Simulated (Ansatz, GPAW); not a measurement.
CSeO (R3m): refractive index against wavelength

The refractive index of CSeO (R3m) along x below the direct gap (3.81 eV on the mesh) is read from one computed spectrum, n = √(Re ε). x, y and z are the Cartesian axes of the input cell.

Cell: a, b, c = 3.968, 3.968, 3.968 Å (primitive vectors), 3 atoms.

Method: GPAW 26.7.0, LDA, RPA, k-mesh 9×9×9, local fields up to 50 eV, Lorentzian half width 0.1 eV.

Launch of the response step: `OMP_NUM_THREADS=1 python df.py`. The run took 100 s, its band step included, on 1 thread of Arm Neoverse V2, on a shared host.

| wavelength (nm) | photon energy E (eV) | n |
| --- | --- | --- |
| 1550 | 0.800 | 1.6111 |
| 1310 | 0.946 | 1.6137 |
| 1064 | 1.165 | 1.6185 |
| 850 | 1.459 | 1.6268 |
| 700 | 1.771 | 1.6385 |
| 633 | 1.959 | 1.6473 |
| 532 | 2.331 | ? |

In the single-oscillator model n² − 1 = E₀E_d/(E₀² − E²), so 1/(n² − 1) = E₀/E_d − E²/(E₀E_d) is linear in E².

Working, on the rows shown:

| x = E² (eV²) | y = 1/(n² − 1) |
| --- | --- |
| 0.639837 | 0.626707 |
| 0.895757 | 0.623431 |
| 1.35784 | 0.617458 |
| 2.12762 | 0.607357 |
| 3.13716 | 0.593584 |
| 3.83641 | 0.583568 |

Means: x̄ = 1.9991, ȳ = 0.60868. Σ(x − x̄)(y − ȳ) = -0.1099, Σ(x − x̄)² = 8.164. Slope = -0.1099 / 8.164 = -0.01346; intercept = ȳ − slope · x̄ = 0.6356. Turned back into n, the line misses the rows shown by at most 0.00034.

Q: Fill in the last column of the withheld row.

A: At x = 5.4314 the line gives y = 0.56248, that is 1.6667. The run gave 1.6698, so the extrapolation is off by 0.0031, 5 % of the range in the table.

Refitted with all rows, the slope is -0.01399 and the intercept 0.63644. These give E₀ = √(intercept/−slope) = 6.75 eV and E_d = E₀/intercept = 10.6 eV; E₀ is 1.8 times the direct gap. The electronic limit at long wavelengths, without lattice vibrations, is n = √(1 + 1/intercept) = 1.604. The structure is a model and need not exist. Excitons are left out; LDA gaps are as a rule too small. The values come from a sum over the points of one k-mesh and carry its error, which grows as the direct gap shrinks. This version of GPAW has incomplete matrix elements in the optical limit, which can lower ε − 1 by up to a tenth where first-row anions or d states rule. Spin-orbit coupling is left out.
